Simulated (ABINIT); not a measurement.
# A GW chain in ABINIT: BaAlSiH (P3m1)

Wanted: ground state, empty states, screening and self-energy for BaAlSiH (P3m1).

Program: ABINIT 10.8.3. Level of theory: LDA and many-body steps on it, plane waves. Results are calculated unless marked as measured.

Most raw output is cut from this account.

**1. Starting point**

The structure is trigonal, space group P3m1 (No. 156). The conventional cell has a = 4.334 Å, b = 4.334 Å, c = 5.263 Å, α = 90.00°, β = 90.00°, γ = 120.00°. Nearest to Ba lie 3 H at 2.60 Å and 3 Si at 3.47 Å and 3 Al at 3.50 Å. Al has 1 H at 1.74 Å and 3 Si at 2.54 Å nearest. Si has 3 Al at 2.54 Å and 3 H at 3.30 Å and 3 Ba at 3.47 Å nearest. H has 1 Al at 1.74 Å and 3 Ba at 2.60 Å nearest. Farther neighbours are not listed.

The cell and positions are those that the Materials Project relaxed with its own functionals (PBE, PBE+U or r2SCAN), kept fixed. Spin-orbit coupling is left out unless a step names it.

**2. Ground state**

This step: ABINIT 10.8.3; DFT, LDA, plane waves, norm-conserving pseudopotentials.

The ground-state density comes first.

Contents of run.abi:

```
acell 3*1.0 Angstrom
rprim 
  4.334227520372 0.000000000006 0.000000000000
  -2.167113760192 3.753551138421 0.000000000000
  0.000000000000 0.000000000000 5.262552000000
ntypat 4
znucl 56 13 14 1
natom 4
typat 1 2 3 4
xred 
  0.000000000000 0.000000000000 0.000436000000
  0.666666666667 0.333333333333 0.465248000000
  0.333333333333 0.666666666667 0.542307000000
  0.666666666667 0.333333333333 0.134910000000
pp_dirpath "pseudos"
pseudos "Ba.upf, Al.upf, Si.upf, H.upf"
ecut 31
ngkpt 6 6 4
nshiftk 1
shiftk 0 0 0
kptopt 1
chksymbreak 0
nband 15
occopt 1
tolvrs 1e-10
nstep 60
prtwf 0
optforces 0
optstress 0
indata_prefix "in"
outdata_prefix "out"
tmpdata_prefix "tmp"
```

Launch:

```bash
> OMP_NUM_THREADS=1 mpirun -n 8 abinit run.abi > log
```

It took 13 s on 8 MPI ranks of Arm Neoverse V1, shared host; peak memory 0.64 GiB; 100 s of CPU time.

Numbers from this step:

* total energy: -964.3444 eV
* gap: 0.6950 eV
* k of the valence top: 0, 0, 0.5
* k of the conduction bottom: 0.5, 0, 0
* least direct gap: 1.247 eV

The gap is indirect, with the least direct gap 0.55 eV higher.

**3. Bands along the symmetry lines**

The cheap functional maps the bands first; the places of the edges decide which points the dearer methods must see.

Contents of run.abi:

```
acell 3*1.0 Angstrom
rprim 
  4.334227520372 0.000000000006 0.000000000000
  -2.167113760192 3.753551138421 0.000000000000
  0.000000000000 0.000000000000 5.262552000000
ntypat 4
znucl 56 13 14 1
natom 4
typat 1 2 3 4
xred 
  0.000000000000 0.000000000000 0.000436000000
  0.666666666667 0.333333333333 0.465248000000
  0.333333333333 0.666666666667 0.542307000000
  0.666666666667 0.333333333333 0.134910000000
pp_dirpath "pseudos"
pseudos "Ba.upf, Al.upf, Si.upf, H.upf"
ecut 31
iscf -2
irdden 1
kptopt 0
nkpt 75
kpt 
  0.00000000 0.00000000 0.00000000
  0.06250000 0.00000000 0.00000000
  0.12500000 0.00000000 0.00000000
  0.18750000 0.00000000 0.00000000
  0.25000000 0.00000000 0.00000000
  0.31250000 0.00000000 0.00000000
  0.37500000 0.00000000 0.00000000
  0.43750000 0.00000000 0.00000000
  0.50000000 0.00000000 0.00000000
  0.47916667 0.04166667 0.00000000
  0.45833333 0.08333333 0.00000000
  0.43750000 0.12500000 0.00000000
  0.41666666 0.16666666 0.00000000
  0.39583333 0.20833333 0.00000000
  0.37500000 0.25000000 0.00000000
  0.35416666 0.29166666 0.00000000
  0.33333333 0.33333333 0.00000000
  0.29166666 0.29166666 0.00000000
  0.25000000 0.25000000 0.00000000
  0.20833333 0.20833333 0.00000000
  0.16666666 0.16666666 0.00000000
  0.12500000 0.12500000 0.00000000
  0.08333333 0.08333333 0.00000000
  0.04166667 0.04166667 0.00000000
  0.00000000 0.00000000 0.00000000
  0.00000000 0.00000000 0.06250000
  0.00000000 0.00000000 0.12500000
  0.00000000 0.00000000 0.18750000
  0.00000000 0.00000000 0.25000000
  0.00000000 0.00000000 0.31250000
  0.00000000 0.00000000 0.37500000
  0.00000000 0.00000000 0.43750000
  0.00000000 0.00000000 0.50000000
  0.06250000 0.00000000 0.50000000
  0.12500000 0.00000000 0.50000000
  0.18750000 0.00000000 0.50000000
  0.25000000 0.00000000 0.50000000
  0.31250000 0.00000000 0.50000000
  0.37500000 0.00000000 0.50000000
  0.43750000 0.00000000 0.50000000
  0.50000000 0.00000000 0.50000000
  0.47916667 0.04166667 0.50000000
  0.45833333 0.08333333 0.50000000
  0.43750000 0.12500000 0.50000000
  0.41666666 0.16666666 0.50000000
  0.39583333 0.20833333 0.50000000
  0.37500000 0.25000000 0.50000000
  0.35416666 0.29166666 0.50000000
  0.33333333 0.33333333 0.50000000
  0.29166666 0.29166666 0.50000000
  0.25000000 0.25000000 0.50000000
  0.20833333 0.20833333 0.50000000
  0.16666666 0.16666666 0.50000000
  0.12500000 0.12500000 0.50000000
  0.08333333 0.08333333 0.50000000
  0.04166667 0.04166667 0.50000000
  0.00000000 0.00000000 0.50000000
  0.50000000 0.00000000 0.50000000
  0.50000000 0.00000000 0.43750000
  0.50000000 0.00000000 0.37500000
  0.50000000 0.00000000 0.31250000
  0.50000000 0.00000000 0.25000000
  0.50000000 0.00000000 0.18750000
  0.50000000 0.00000000 0.12500000
  0.50000000 0.00000000 0.06250000
  0.50000000 -0.00000000 0.00000000
  0.33333333 0.33333333 0.50000000
  0.33333333 0.33333333 0.43750000
  0.33333333 0.33333333 0.37500000
  0.33333333 0.33333333 0.31250000
  0.33333333 0.33333333 0.25000000
  0.33333333 0.33333333 0.18750000
  0.33333333 0.33333333 0.12500000
  0.33333333 0.33333333 0.06250000
  0.33333333 0.33333333 0.00000000
istwfk *1
nband 16
nbdbuf 2
tolwfr 1e-08
nstep 40
prtwf 0
prtvol 0
indata_prefix "in"
outdata_prefix "out"
tmpdata_prefix "tmp"
```

Run time: 21 s. Hardware: 8 MPI ranks; peak memory 0.6 GiB.

Numbers from this step:

```
gap                        : 0.6634 eV
k of the valence top       : 0, 0, 0.5
k of the conduction bottom : 0.5, 0, 0.125
least direct gap           : 1.239 eV
```

The gap is 0.663 eV, −0.032 eV from the run before at this level.

Electronic bands along the path, in eV, zero at the top of the highest filled band:

```
    point  band 6  band 7  band 8  band 9  band 10  band 11  band 12  band 13
        Γ   -4.04   -0.81   -0.48   -0.48     1.25     3.10     3.10     4.05
  halfway   -4.50   -2.19   -0.83   -0.63     1.39     2.58     3.18     3.27
        M   -5.76   -3.02   -1.13   -0.55     0.69     2.25     2.90     3.41
  halfway   -5.64   -2.97   -2.11   -0.57     1.00     2.59     3.29     4.21
        K   -5.58   -3.07   -2.62   -0.74     1.17     2.73     3.78     5.55
  halfway   -4.63   -2.25   -1.48   -0.57     1.95     2.14     2.70     3.98
        Γ   -4.04   -0.81   -0.48   -0.48     1.25     3.10     3.10     4.05
  halfway   -4.55   -0.44   -0.33   -0.33     1.45     2.25     2.25     3.17
        A   -5.10   -0.14   -0.14    0.00     1.65     1.81     1.81     2.53
  halfway   -4.67   -2.60   -1.08   -0.69     1.61     2.79     3.24     3.96
        L   -5.18   -3.20   -1.59   -0.79     1.57     3.24     3.86     5.23
  halfway   -5.43   -3.06   -1.97   -0.63     2.56     3.19     4.11     4.62
        H   -5.81   -2.92   -2.24   -0.45     2.89     3.82     4.29     4.68
  halfway   -4.67   -2.82   -1.49   -0.67     2.25     2.89     3.23     3.69
        A   -5.10   -0.14   -0.14    0.00     1.65     1.81     1.81     2.53
jump to L   -5.18   -3.20   -1.59   -0.79     1.57     3.24     3.86     5.23
  halfway   -5.50   -3.01   -1.38   -0.69     0.82     2.85     3.71     4.10
        M   -5.76   -3.02   -1.13   -0.55     0.69     2.25     2.90     3.41
jump to H   -5.81   -2.92   -2.24   -0.45     2.89     3.82     4.29     4.68
  halfway   -5.70   -2.80   -2.69   -0.60     2.23     3.32     3.77     4.36
        K   -5.58   -3.07   -2.62   -0.74     1.17     2.73     3.78     5.55
```

**4. Empty states on the mesh, 3×3×2 mesh, 96 bands**

The sums over transitions need many empty states on a uniform mesh; this step solves for them.

Contents of run.abi:

```
acell 3*1.0 Angstrom
rprim 
  4.334227520372 0.000000000006 0.000000000000
  -2.167113760192 3.753551138421 0.000000000000
  0.000000000000 0.000000000000 5.262552000000
ntypat 4
znucl 56 13 14 1
natom 4
typat 1 2 3 4
xred 
  0.000000000000 0.000000000000 0.000436000000
  0.666666666667 0.333333333333 0.465248000000
  0.333333333333 0.666666666667 0.542307000000
  0.666666666667 0.333333333333 0.134910000000
pp_dirpath "pseudos"
pseudos "Ba.upf, Al.upf, Si.upf, H.upf"
ecut 31
ngkpt 3 3 2
nshiftk 1
shiftk 0 0 0
kptopt 1
chksymbreak 0
iscf -2
irdden 1
istwfk *1
nband 96
nbdbuf 8
tolwfr 1e-09
nstep 60
prtvol 0
indata_prefix "in"
outdata_prefix "out"
tmpdata_prefix "tmp"
```

The job ended after 19 s (8 MPI ranks; peak memory 0.58 GiB; 2.5 min of CPU time).

Numbers from this step:

* gap: 1.072 eV
* k of the valence top: 0, 0, 0.5
* k of the conduction bottom: 0.3333, 0, 0
* least direct gap: 1.647 eV
* k points computed: 6
* lowest point of the top converged band, above the valence top: 44.60 eV

On this mesh the gap is 1.072 eV. The earlier step found 0.695 eV, so this mesh misses an edge.

**5. Screening, 3×3×2 mesh, 88 bands, screening to 106.1 eV**

The RPA dielectric matrix is built and inverted for each q.

This step: RPA screening on LDA, plane waves, norm-conserving pseudopotentials.

run.abi, as its differences from that of step 4:

```diff
@@ -22,10 +22,11 @@
 chksymbreak 0
-iscf -2
-irdden 1
 istwfk *1
-nband 96
-nbdbuf 8
-tolwfr 1e-09
-nstep 60
-prtvol 0
+occopt 1
+irdwfk 1
+optdriver 3
+nband 88
+ecuteps 3.9
+inclvkb 2
+awtr 1
+symchi 1
 indata_prefix "in"
```

Wall time 7.4 s (8 MPI ranks); peak memory 1 GiB.

This step gave:

* ε∞ with local fields, on this mesh, along the program's q direction: 22.19
* the same without local fields: 24.91
* plasma frequency: 17.03 eV
* plane waves in the screening matrix: 225

Local fields lower ε∞ by 11 %. On a Γ-centred mesh this coarse the value itself is usually too large, while a short band sum pulls it down.

**6. Self-energy, 3×3×2 mesh, 88 bands, screening to 106.1 eV**

The self-energy is evaluated for the states that the input lists, and the levels follow from it, in one-shot runs by the linearised quasiparticle equation.

This step: G0W0 on LDA, plane waves, norm-conserving pseudopotentials.

run.abi, as its differences from that of step 5:

```diff
@@ -25,8 +25,19 @@
 irdwfk 1
-optdriver 3
+optdriver 4
 nband 88
+gwcalctyp 0
+ecutsigx 31
+symsigma 1
+nkptgw 3
+kptgw 
+  0.0000000000 0.0000000000 0.5000000000
+  0.3333333333 0.0000000000 0.0000000000
+  0.0000000000 0.0000000000 0.0000000000
+bdgw 
+  7 12
+  8 11
+  8 12
 ecuteps 3.9
-inclvkb 2
-awtr 1
-symchi 1
+irdscr 1
+ppmodel 1
 indata_prefix "in"
```

The job ended after 7 s (8 MPI ranks; peak memory 0.95 GiB; 55 s of CPU time).

This step gave:

- G0W0 gap on the points computed: 1.464 eV
- starting gap on the mesh: 1.072 eV
- k of the valence top: 0, 0, 0.5
- k of the conduction bottom: 0.3333, 0, 0
- Z at the valence top: 0.755
- Z at the conduction bottom: 0.77
- least direct G0W0 gap on the computed points: 1.954 eV

The gap on the mesh goes from 1.07 eV to 1.46 eV, a correction of +0.39 eV. The start differs from the 0.69 eV found before because the two sample other k points.

Limits: finite bands, cutoff and mesh; no spin-orbit coupling; coarse k mesh. v1 is the top filled band, c1 the lowest empty one. The levels before and after the correction (eV, zero at the valence-band top of each column):

|  | conduction bottom | valence top |
| --- | --- | --- |
| Kohn-Sham | 1.07 | 0.00 |
| G0W0 | 1.46 | 0.00 |

```
                     level  energy (eV)
Kohn-Sham  (0 0 0.5) v3-v2       -0.138
Kohn-Sham     (0 0 0.5) v1        0.000
Kohn-Sham     (0 0 0.5) c1        1.647
Kohn-Sham  (0 0 0.5) c2-c3        1.808
Kohn-Sham   (0.333 0 0) v2       -0.986
Kohn-Sham   (0.333 0 0) v1       -0.580
Kohn-Sham   (0.333 0 0) c1        1.072
Kohn-Sham   (0.333 0 0) c2        2.359
     G0W0  (0 0 0.5) v3-v2       -0.255
     G0W0     (0 0 0.5) v1        0.000
     G0W0     (0 0 0.5) c1        2.055
     G0W0  (0 0 0.5) c2-c3        2.375
     G0W0   (0.333 0 0) v2       -1.106
     G0W0   (0.333 0 0) v1       -0.490
     G0W0   (0.333 0 0) c1        1.464
     G0W0   (0.333 0 0) c2        2.829
```

**7. Where the time went**

Times are wall times on 8 MPI ranks of Arm Neoverse V1, shared host, good to a factor of about two.

```
                          step   time  share  memory (GiB)
                  ground state   13 s   19 %          0.64
bands along the symmetry lines   21 s   31 %           0.6
      empty states on the mesh   19 s   28 %          0.58
                     screening  7.4 s   11 %           1.0
                   self-energy    7 s   10 %          0.95
```

**8. What came out**

| Quantity | Value |
| --- | --- |
| LDA gap | 0.66 eV, indirect |
| G0W0 gap on the mesh | 1.46 eV |
| G0W0 gap over the zone (rigid shift) | 1.06 eV |
| GW settings | 3×3×2 mesh, 88 bands, screening to 106.1 eV, Godby-Needs plasmon pole |
| known limits | not at the basis limit; no spin-orbit coupling; coarse k mesh |

G0W0 moves the gap on the mesh from 1.07 eV to 1.46 eV (+0.39 eV), with Z of 0.76 and 0.77 at the edges. The mesh misses the band edges by 0.41 eV in all; a rigid shift gives 1.06 eV for the zone. Local fields lower the RPA ε∞ on this mesh from 24.91 to 22.19; a Γ-centred mesh this coarse tends to raise both, most where the direct gap is narrow, while a short band sum lowers them. Only 3 of the mesh's irreducible points were corrected, so a valley elsewhere could overtake. Bands and cutoff are finite, so the gap is not at the basis limit. The miss can reach some tenths of an eV and take either sign; the mesh is an error of its own. In the G0W0 run levels were corrected at 3 k points alone, so a gap called «on the mesh» is the least over those, and an edge elsewhere would be missed. A denser mesh or path gives a starting gap of 0.66 eV: the GW mesh misses a band edge, so its gaps are not the fundamental one. The 3×3×2 mesh is coarse for this cell, which bears on the long-range parts of exchange and screening. The many-body steps are scalar-relativistic: spin-orbit coupling is not in them.

[Paths, hosts, dates, memory and timing lines, banners, echoed tables and standing remarks are left out of the program output.]

[Logs are printed without paths, hosts, clocks, repeated set-up lines and the standing remarks that a program may print on its own settings, such as how far it seeks lower states.]

[Runs of the session that timed out or met a known fault of the program may be left out.]

[Hosts, paths, dates, database ids (printed as entryN), source tags and the programs' standing remarks are cut or masked in the printed files.]

[G0W0 gaps are taken among the corrected bands and points alone; a level outside them can change the order at an edge.]

[Where Ansatz stands beside ABINIT at settings called matched, ABINIT's density can come from a denser mesh and the files from another edition; pairs whose starting gaps differed by over 0.03 eV were left out, so agreement reads better than it is.]
